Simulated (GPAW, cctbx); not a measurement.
# How far are the atoms of Cd3Sn2 from free atoms?

Question: by how much does bonding change the X-ray structure factors of Cd3Sn2, how firmly does DFT give the change, and what does a routine refinement make of it?

The start was made by putting kin elements into a known structure type; the compound need not exist, or be stable, in this form. All numbers below are calculated.

## 1. Find the equilibrium geometry

The density hangs on the geometry, so cell and atoms are relaxed first, with the symmetry held. The cutoff is set higher than for the density because stress converges slowly with plane waves.

Settings: GPAW 26.7.0, PBE, 570 eV, 5×5×3 k-points (along the axes of the calculation cell), Fermi–Dirac width 0.1 eV, BFGS to 0.03 eV/Å.

```text
cell
1.0
     4.886000000    0.000000000    0.000000000
    -2.443000000    4.231400123    0.000000000
     0.000000000    0.000000000    5.912000000
Sn Cd
2 3
Direct
0.000000000 0.000000000 0.500000000
0.666666667 0.333333333 0.000000000
0.666666667 0.333333333 0.500000000
0.333333333 0.666666667 0.746500000
0.333333333 0.666666667 0.253500000
```

```console
$ OMP_NUM_THREADS=1 mpirun -n 4 gpaw python run.py > gpaw.log
```

```text
BFGS:    0       -9.753746        1.086462
BFGS:    1       -9.814373        0.994398
BFGS:    2      -10.091557        0.389532
BFGS:    3      -10.106641        0.276358
...
BFGS:   12      -10.127039        0.067309
BFGS:   13      -10.128935        0.030616
BFGS:   14      -10.129711        0.010602
cell  5.0068 5.0068 6.3503  90.00 90.00 120.00
volume 137.861 A^3, largest force 0.007 eV/A, largest stress 0.06 GPa
```

The cell moved far, while the k-mesh and basis were chosen for the start, so the final shape may be somewhat biased.

After 14 steps the volume has changed by +12.8 % and the energy by -0.376 eV; the largest stress left is 0.06 GPa. It took 2.5 min on 4 cores of Arm Neoverse V1 (shared host), peak memory 1.1 GiB.

Relaxed structure: P-6m2 (no. 187), a = 5.0068 Å, b = 5.0068 Å, c = 6.3503 Å, α = 90.00°, β = 90.00°, γ = 120.00°.

| atom | mult. | x | y | z |
| --- | --- | --- | --- | --- |
| Sn1 | 1 | 0 | 0 | 1/2 |
| Sn2 | 1 | 2/3 | 1/3 | 0 |
| Cd1 | 1 | 2/3 | 1/3 | 1/2 |
| Cd2 | 2 | 1/3 | 2/3 | 0.7665 |

## 2. Density and charge transfer

X-rays see the whole electron density, so the PAW density is rebuilt with its core regions. Subtracting spherical free atoms from the same code cancels the cores and leaves the deformation density Δρ, the part due to bonding.

Settings: PBE, 450 eV, 6×6×4 k-points (along the axes of the calculation cell), Fermi–Dirac width 0.1 eV; primitive cell of 5 atoms.

```console
$ OMP_NUM_THREADS=1 mpirun -n 4 gpaw python run.py > gpaw.log
```

```text
|iter:   1|       0s |  -10.352930 | -0.36 |       |
|iter:   2|       1s |  -10.293032 | -2.21 | -1.50 |
|iter:   3|       2s |  -10.076853 | -1.95 | -1.55 |
...
|iter:   8|       8s |  -10.024418c| -6.26 | -3.78 |
|iter:   9|       9s |  -10.024420c| -6.85 | -4.18c|
|iter:  10|      11s |  -10.024420c| -7.84c| -4.79c|
```

```text
grid (50, 50, 64)  electrons 244.000  moved by bonding 0.762 e
deformation density beyond 0.5 A of the nuclei: max 0.035, min -0.060 e/A^3
atom        x       y       z   Voronoi charge  moment
Sn1    0.0000  0.0000  0.5000     -0.107       0.00
Sn2    0.6667  0.3333  0.0000     -0.075       0.00
Cd3    0.6667  0.3333  0.5000      0.033       0.00
Cd4    0.3333  0.6667  0.7665      0.074       0.00
Cd5    0.3333  0.6667  0.2335      0.074       0.00
mean inner potential of superposed free atoms 16.848 V
total magnetic moment 0.000 muB
```

Deformation density in a plane through the shortest contact of the Sn atom at the origin, in 0.01 e/Å³ (clipped at ±99); x from -1.6 to 4.5 Å, y from 2.4 down to -2.4 Å:

```text
  .   .  -4  -2   1   1   1   1   1   1   1   1  -1  -1   .   .
 -1  -1  -5   0   1   1   1   1   1   1   1   1   1  -1  -1  -1
 -5  -4   1   2   2   1   1   1   1   1   1   2   3   2   0  -1
  0   2   3   3   1   1   1   1   1   1   0   0   2   3   3   1
  1   2   2   0  -1  -1   0   2   1  -1  -5  -6  -5   0   2   2
  1   1  -1  -1   .  -1  -1   3   2  -4  -3   .  -1  -5   0   1
  1   0  -1   .   .   .  -1   3   2  -5   .   .   .  -6  -1   1
  1   1  -1  -1   .  -1  -1   3   2  -4  -3   .  -1  -5   0   1
  1   2   2   0  -1  -1   0   2   1  -1  -5  -6  -5   0   2   2
  0   2   3   3   1   1   1   1   1   1   0   0   2   3   3   1
 -5  -4   1   2   2   1   1   1   1   1   1   2   3   2   0  -1
 -1  -1  -5   0   1   1   1   1   1   1   1   1   1  -1  -1  -1
  .   .  -4  -2   1   1   1   1   1   1   1   1  -1  -1   .   .
```

Atoms in or within 0.15 Å of the plane: Sn (0.0, 0.0), Cd (2.9, 0.0) Å. Dots mark points within about 0.45 Å of a nucleus; large values next to them are atomic features.

Sn gains most (-0.09 e) and Cd loses most (+0.06 e), in averages over each element's sites, as electronegativity suggests. Along the shortest contact from the Sn atom at the map's origin, Sn–Cd at 2.89 Å, Δρ is +0.03 e/Å³ at the midpoint: little piles up between the atoms, as is usual in a metallic crystal, which this run finds. At the midpoints of other shortest contacts it is +0.02 (Cd–Cd, 2.97 Å) e/Å³. Point values carry grid noise of about 0.01 e/Å³. The run needed 10 iterations, 17 s.

## 3. Structure factors

The Fourier components of Δρ, added to those of the free atoms, give the static X-ray structure factors; the Mott–Bethe relation turns them into the Fourier components V of the potential that fast electrons feel.

```text
static structure factors of the conventional cell: F in electrons, V (Mott-Bethe) in volts
   h  k  l      d  |F| table  |F| free   |F| DFT   change   |V| free  |V| DFT  change %
   0  0  1  6.3503    36.386    36.418    36.395   -0.023     2.209    2.240      1.4
   1  0  0  4.3360    43.223    43.266    43.166   -0.099     2.363    2.420      2.4
   1  0  1  3.5809    49.469    49.488    49.549    0.060     2.946    2.919     -0.9
   0  0  2  3.1752    46.002    46.033    46.135    0.102     2.689    2.655     -1.3
   1  0  2  2.5618   141.102   140.994   140.727   -0.267     6.986    7.044      0.8
   1  1  0  2.5034   197.480   197.343   196.966   -0.377     9.721    9.800      0.8
   1  1  1  2.3290    30.181    30.140    30.023   -0.117     1.429    1.450      1.5
   2  0  0  2.1680    36.434    36.355    36.275   -0.079     1.669    1.681      0.7
   0  0  3  2.1168    59.320    59.226    59.183   -0.043     2.704    2.711      0.2
   2  0  1  2.0517    42.620    42.617    42.496   -0.121     1.927    1.944      0.9
   1  1  2  1.9659    40.216    40.240    40.204   -0.036     1.775    1.780      0.3
   1  0  3  1.9022    33.349    33.368    33.370    0.003     1.442    1.442     -0.0
   2  0  2  1.7904   123.947   123.787   123.813    0.026     5.246    5.244     -0.1
   2  1  0  1.6389    32.236    32.179    32.249    0.070     1.326    1.320     -0.5
```

The largest X-ray change is -0.38 e on 110, 0.2 % of |F|. For electrons V goes as (Z − F)/g², so a change of F counts against Z − F, which is small at low angle and wherever the atoms' terms cancel: |V| of 100 moves by +2.4 % (2.36 to 2.42 V) against -0.2 % in |F|. The tabulated Hartree–Fock atoms differ from the free DFT atoms by up to 0.16 e, so the choice of reference atom matters too.

## 4. The functional ladder

The same geometry is run with other functionals, to see whether the bonding signal is larger than the spread between approximations. Free atoms are LDA for LDA and PBE otherwise; meta-GGAs and hybrids keep PBE cores. Any other changed setting is in the row's label.

| run | ΔF 110 (e) | ΔF 102 (e) | ΔF 201 (e) | q(Sn) (e) | moved (e) | time |
| --- | --- | --- | --- | --- | --- | --- |
| PBE | -0.377 | -0.267 | -0.121 | -0.091 | 0.762 | 17 s |
| LDA | -0.373 | -0.268 | -0.115 | -0.078 | 0.720 | 16 s |
| r2SCAN | -0.353 | -0.229 | -0.153 | -0.126 | 0.866 | 48 s |

At the base's settings ΔF(110) spans -0.377 to -0.353 e, a spread of 6 % of the PBE value; over the three listed reflections the spread is at most 31 %, so the sign holds and the size hangs on the functional. Times are from shared hosts.

## 5. Refining ordinary atoms against data with bonding

Routine crystallography fits spherical atoms. To see the bias, intensities are simulated from tabulated atoms plus the DFT change ΔF, so that bonding alone can misfit (6316 reflections of the full sphere, merged to the counts below, to 0.45 Å, 1 % proportional noise plus counting noise, assumed isotropic U as listed, Δρ smeared by the mean U) and refined with cctbx over different ranges.

| range | data | R1 | GooF | U Sn1 (true 0.0053) | U Sn2 (true 0.0053) | U Cd1 (true 0.0054) | U Cd2 (true 0.0054) | largest shift (Å) | Δρ max, min (e/Å³) |
| --- | --- | --- | --- | --- | --- | --- | --- | --- | --- |
| all data | 671 | 0.0042 | 0.93 | 0.0053 | 0.0053 | 0.0054 | 0.0054 | 0.0001 | 0.40, -0.48 |
| low resolution, d > 0.84 | 123 | 0.0033 | 0.94 | 0.0053 | 0.0053 | 0.0053 | 0.0054 | 0.0001 | 0.12, -0.13 |
| high order, d < 0.75 | 501 | 0.0047 | 0.91 | 0.0053 | 0.0053 | 0.0054 | 0.0054 | 0.0001 | 0.24, -0.29 |
| occupancies free, d > 0.7 | 199 | 0.0035 | 0.94 | 0.0053 | 0.0053 | 0.0055 | 0.0054 | 0.0002 | 0.25, -0.20 |

With all data GooF is 0.93, so at this noise the bonding hardly shows; the top residual peak lies 0.79 Å from Sn and 2.39 Å from Cd. No U is off by more than 3 s.u. at low resolution. With Sn1 held at 1 and the scale free, the other occupancies refine to Sn2 1.000(0.002), Cd1 1.003(0.002) and Cd2 1.000(0.001), within three s.u. of full.

## 6. Answer

Bonding moves 0.76 e in the primitive cell of Cd3Sn2 and changes the structure factors of the conventional cell in the table above by at most 0.38 e (110, 0.2 %), and among reflections above 2 % of the strongest by up to 0.4 % (111). The shortest bond, Sn–Cd, has Δρ = +0.03 e/Å³ at its midpoint, with no localised bond charge. At the base's settings ΔF(110) spans -0.377 to -0.353 e, a spread of 6 % of the PBE value; over the three listed reflections the spread is at most 31 %, so the sign holds and the size hangs on the functional. With all data GooF is 0.93, so at this noise the bonding hardly shows. Limits: static density, frozen cores, no spin–orbit coupling.

[Outputs are excerpts: Python notices, other lines and further rows are left out; steps that failed or that the build refused (PBEsol, TPSS) are not shown.]

[Logs are printed without paths, hosts, clocks, repeated set-up lines and the standing remarks that a program may print on its own settings, such as how far it seeks lower states.]
